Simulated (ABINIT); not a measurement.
# A GW chain in ABINIT: RbBH4 (F-43m), part 3 of 3

Aim: the G0W0 gap of RbBH4 (F-43m) on PBEsol, step by step.

ABINIT 10.8.3; PBEsol and many-body steps on it, plane waves. Known limits of the many-body steps: not at the basis limit; no spin-orbit coupling; coarse k mesh.

So far. Step 4 (Empty states on the mesh, 2×2×2 mesh, 45 bands): On this mesh the gap is 5.909 eV. Step 5 (Screening, 2×2×2 mesh, 41 bands, screening to 87.1 eV): Local fields lower ε∞ by 13 %. On a Γ-centred mesh this coarse the value itself is usually too large, while a short band sum pulls it down.

**6. Self-energy, 2×2×2 mesh, 41 bands, screening to 87.1 eV**

The self-energy is evaluated for the states that the input lists, and the levels follow from it, in one-shot runs by the linearised quasiparticle equation.

This step: G0W0 on PBEsol, plane waves, norm-conserving pseudopotentials.

The input, run.abi:

```
acell 3*1.0 Angstrom
rprim 
  -0.000000000000 3.453240220000 3.453240220000
  3.453240220000 -0.000000000000 3.453240220000
  3.453240220000 3.453240220000 -0.000000000000
ntypat 3
znucl 37 5 1
natom 6
typat 1 2 3 3 3 3
xred 
  0.000000000000 0.000000000000 0.000000000000
  0.500000000000 0.500000000000 0.500000000000
  0.602415200000 0.602415200000 0.602415200000
  0.192754400000 0.602415200000 0.602415200000
  0.602415200000 0.602415200000 0.192754400000
  0.602415200000 0.192754400000 0.602415200000
pp_dirpath "pseudos"
pseudos "Rb.upf, B.upf, H.upf"
ecut 34
ngkpt 2 2 2
nshiftk 1
shiftk 0 0 0
kptopt 1
chksymbreak 0
istwfk *1
occopt 1
irdwfk 1
optdriver 4
nband 41
gwcalctyp 0
ecutsigx 34
symsigma 1
nkptgw 2
kptgw 
  0.0000000000 0.0000000000 0.0000000000
  0.5000000000 0.5000000000 0.0000000000
bdgw 
  6 12
  7 10
ecuteps 3.2
irdscr 1
ppmodel 1
indata_prefix "in"
outdata_prefix "out"
tmpdata_prefix "tmp"
```

The run is started by

```sh
$ OMP_NUM_THREADS=1 mpirun -n 4 abinit run.abi > log
```

Numbers of over 12 decimals in the logs are rounded to 6 here.

Log:

```text
.Version 10.8.3 of ABINIT. v10.8.2 released Aug 2026.

 Symmetries : space group F-4 3 m (#216); Bravais cF (face-center cubic)
[... echo of the input left out ...]
== DATASET  1 ==================================================================
-   mpi_nproc: 4, omp_nthreads: 1 (-1 if OMP is not activated)

--- !DatasetInfo
iteration_state: {dtset: 1, }
dimensions: {natom: 6, nkpt: 3, mband: 41, nsppol: 1, nspinor: 1, nspden: 1, mpw: 5290, }
cutoff_energies: {ecut:  34.0, pawecutdg:  -1.0, }
electrons: {nelect:   1.60000000E+01, charge:   0.00000000E+00, occopt:   1.00000000E+00, tsmear:   1.00000000E-02, }

 SIGMA: Calculation of the GW corrections

 Based on a program developped by R.W. Godby, V. Olevano, G. Onida, and L. Reining.
 Incorporated in ABINIT by V. Olevano, G.-M. Rignanese, and M. Torrent.
.Using double precision arithmetic ; gwpc =  8

[... cell and pseudopotentials left out ...]
--------------------------------------------------------------------------------

 ==== K-mesh for the wavefunctions ====
 Number of points in the irreducible wedge :     3
[... list of points left out ...]
 Together with 24 symmetry operations and time-reversal symmetry
 yields     8 points in the full Brillouin Zone.

 ==== Q-mesh for screening function ====
 Number of points in the irreducible wedge :     3
[... list of points left out ...]
 Together with 24 symmetry operations and time-reversal symmetry
 yields     8 points in the full Brillouin Zone.

 vcoul_init : cutoff-mode = AUXILIARY_FUNCTION
 q-points for optical limit:   1
     1)      0.000010    0.000020    0.000030
 setmesh: FFT mesh size selected  =    50x   50x   50
          total number of points  =       125000

 Number of electrons calculated from density =   16.0000; Expected =   16.0000
 average of density, n =  0.028788
 r_s =    2.0241
 omega_plasma =   16.3667 [eV]

 === KS Band Gaps ===
  >>>> For spin  1
   Minimum direct gap =   6.0181 [eV], located at k-point      :   0.5000  0.5000  0.0000
   Fundamental gap    =   5.9086 [eV], Top of valence bands at :   0.0000  0.0000  0.0000
                                       Bottom of conduction at :   0.5000  0.5000  0.0000
 SIGMA fundamental parameters:
 PLASMON POLE MODEL  1
 number of plane-waves for SigmaX                 5209
 number of plane-waves for SigmaC and W            169
 number of plane-waves for wavefunctions          5209
 number of bands                                    41
 number of independent spin polarizations            1
 number of spinorial components                      1
 number of k-points in IBZ                           3
 number of q-points in IBZ                           3
 number of symmetry operations                      24
 number of k-points in BZ                            8
 number of q-points in BZ                            8
 number of frequencies for dSigma/dE                 9
 frequency step for dSigma/dE [eV]                0.25
 number of omega for Sigma on real axis              0
 max omega for Sigma on real axis  [eV]           0.00
 zcut for avoiding poles [eV]                     0.10

 EPSILON^-1 parameters (SCR file):
 dimension of the eps^-1 matrix on file            169
 dimension of the eps^-1 matrix used               169
 number of plane-waves for wavefunctions          5209
 number of bands                                    41
 number of q-points in IBZ                           3
 number of frequencies                               2
 number of real frequencies                          1
 number of imag frequencies                          1

 matrix elements of self-energy operator (all in [eV])

 Perturbative Calculation

--- !SelfEnergy_ee
iteration_state: {dtset: 1, }
kpoint     : [   0.000,    0.000,    0.000, ]
spin       : 1
KS_gap     :    6.167
QP_gap     :    8.901
Delta_QP_KS:    2.734
data: !SigmaeeData |
     Band     E0 <VxcDFT>   SigX SigC(E0)      Z dSigC/dE  Sig(E)    E-E0       E
        6  -2.776 -12.269 -16.117   2.363   0.825  -0.212 -13.494  -1.225  -4.001
        7  -2.776 -12.269 -16.117   2.363   0.825  -0.212 -13.494  -1.225  -4.001
        8  -2.776 -12.269 -16.117   2.363   0.825  -0.212 -13.494  -1.225  -4.001
        9   3.392  -7.687  -3.475  -2.470   0.866  -0.155  -6.178   1.509   4.901
       10   4.738  -7.771  -3.324  -2.338   0.874  -0.144  -5.926   1.845   6.583
       11   4.738  -7.771  -3.324  -2.338   0.874  -0.144  -5.926   1.845   6.583
       12   4.738  -7.771  -3.324  -2.338   0.874  -0.144  -5.926   1.845   6.583

--- !SelfEnergy_ee
iteration_state: {dtset: 1, }
kpoint     : [   0.500,    0.500,    0.000, ]
spin       : 1
KS_gap     :    6.018
QP_gap     :    8.690
Delta_QP_KS:    2.672
data: !SigmaeeData |
     Band     E0 <VxcDFT>   SigX SigC(E0)      Z dSigC/dE  Sig(E)    E-E0       E
        7  -2.885 -12.215 -16.036   2.333   0.826  -0.211 -13.444  -1.230  -4.115
        8  -2.885 -12.215 -16.036   2.333   0.826  -0.211 -13.444  -1.230  -4.115
        9   3.133  -6.780  -2.852  -2.285   0.878  -0.139  -5.337   1.443   4.576
       10   5.481  -7.575  -3.010  -2.604   0.871  -0.149  -5.868   1.707   7.188

== END DATASET(S) ==============================================================
================================================================================

 -outvars: echo values of variables after computation  --------
           etotal      0.0000000000E+00
            nband          41
             nkpt           3
          spgroup         216
 [... the other variables as echoed above ...]

 Calculation completed.
```

Elapsed: 5.7 s, on 4 MPI ranks of Arm Neoverse N1, shared host; peak memory 0.21 GiB.

Numbers from this step:

| Item | Value |
| --- | --- |
| G0W0 gap on the points computed | 8.577 eV |
| starting gap on the mesh | 5.909 eV |
| k of the valence top | 0, 0, 0 |
| k of the conduction bottom | 0.5, 0.5, 0 |
| Z at the valence top | 0.825 |
| Z at the conduction bottom | 0.878 |
| least direct G0W0 gap on the computed points | 8.691 eV |

The gap on the mesh goes from 5.91 eV to 8.58 eV, a correction of +2.67 eV.

Limits: finite bands, cutoff and mesh; no spin-orbit coupling; coarse k mesh. v1 is the top filled band, c1 the lowest empty one. Levels before and after the correction, in eV, zero at the valence-band top of each column:

```csv
,conduction bottom,valence top
Kohn-Sham,5.91,0.00
G0W0,8.58,0.00
```

```csv
,level,energy (eV)
Kohn-Sham,Γ v3-v1,0.000
Kohn-Sham,Γ c1,6.167
Kohn-Sham,Γ c2-c4,7.514
Kohn-Sham,(0.5 0.5 0) v2-v1,-0.110
Kohn-Sham,(0.5 0.5 0) c1,5.909
Kohn-Sham,(0.5 0.5 0) c2,8.256
G0W0,Γ v3-v1,0.000
G0W0,Γ c1,8.902
G0W0,Γ c2-c4,10.584
G0W0,(0.5 0.5 0) v2-v1,-0.114
G0W0,(0.5 0.5 0) c1,8.577
G0W0,(0.5 0.5 0) c2,11.189
```

**7. Where the time went**

Times are wall times on 4 MPI ranks of Arm Neoverse N1, shared host, good to a factor of about two.

```csv
step,time,share,memory (GiB)
ground state,26 s,31 %,0.42
bands along the symmetry lines,34 s,40 %,0.35
empty states on the mesh,13 s,15 %,0.31
screening,5.3 s,6 %,0.2
self-energy,5.7 s,7 %,0.21
```

**8. Results**

```yaml
pbesol_gap: 5.91 eV, indirect
g0w0_gap_on_the_mesh: 8.58 eV
gw_settings: 2×2×2 mesh, 41 bands, screening to 87.1 eV, Godby-Needs plasmon pole
known_limits: not at the basis limit; no spin-orbit coupling; coarse k mesh
```

G0W0 moves the gap on the mesh from 5.91 eV to 8.58 eV (+2.67 eV), with Z of 0.82 and 0.88 at the edges. Local fields lower the RPA ε∞ on this mesh from 2.67 to 2.33; a Γ-centred mesh this coarse tends to raise both, most where the direct gap is narrow, while a short band sum lowers them. Only 2 of the mesh's irreducible points were corrected, so a valley elsewhere could overtake. Bands and cutoff are finite, so the gap is not at the basis limit. The miss can reach some tenths of an eV and take either sign; the mesh is an error of its own. In the G0W0 run levels were corrected at 2 k points alone, so a gap called «on the mesh» is the least over those, and an edge elsewhere would be missed. The 2×2×2 mesh is coarse for this cell, which bears on the long-range parts of exchange and screening. The many-body steps are scalar-relativistic: spin-orbit coupling is not in them.

[Paths, hosts, dates, memory and timing lines, banners, echoed tables and standing remarks are left out of the program output.]

[Logs are printed without paths, hosts, clocks, repeated set-up lines and the standing remarks that a program may print on its own settings, such as how far it seeks lower states.]

[Runs of the session that timed out or met a known fault of the program may be left out.]

[Hosts, paths, dates, database ids (printed as entryN), source tags and the programs' standing remarks are cut or masked in the printed files.]

[G0W0 gaps are taken among the corrected bands and points alone; a level outside them can change the order at an edge.]

[Where Ansatz stands beside ABINIT at settings called matched, ABINIT's density can come from a denser mesh and the files from another edition; pairs whose starting gaps differed by over 0.03 eV were left out, so agreement reads better than it is.]
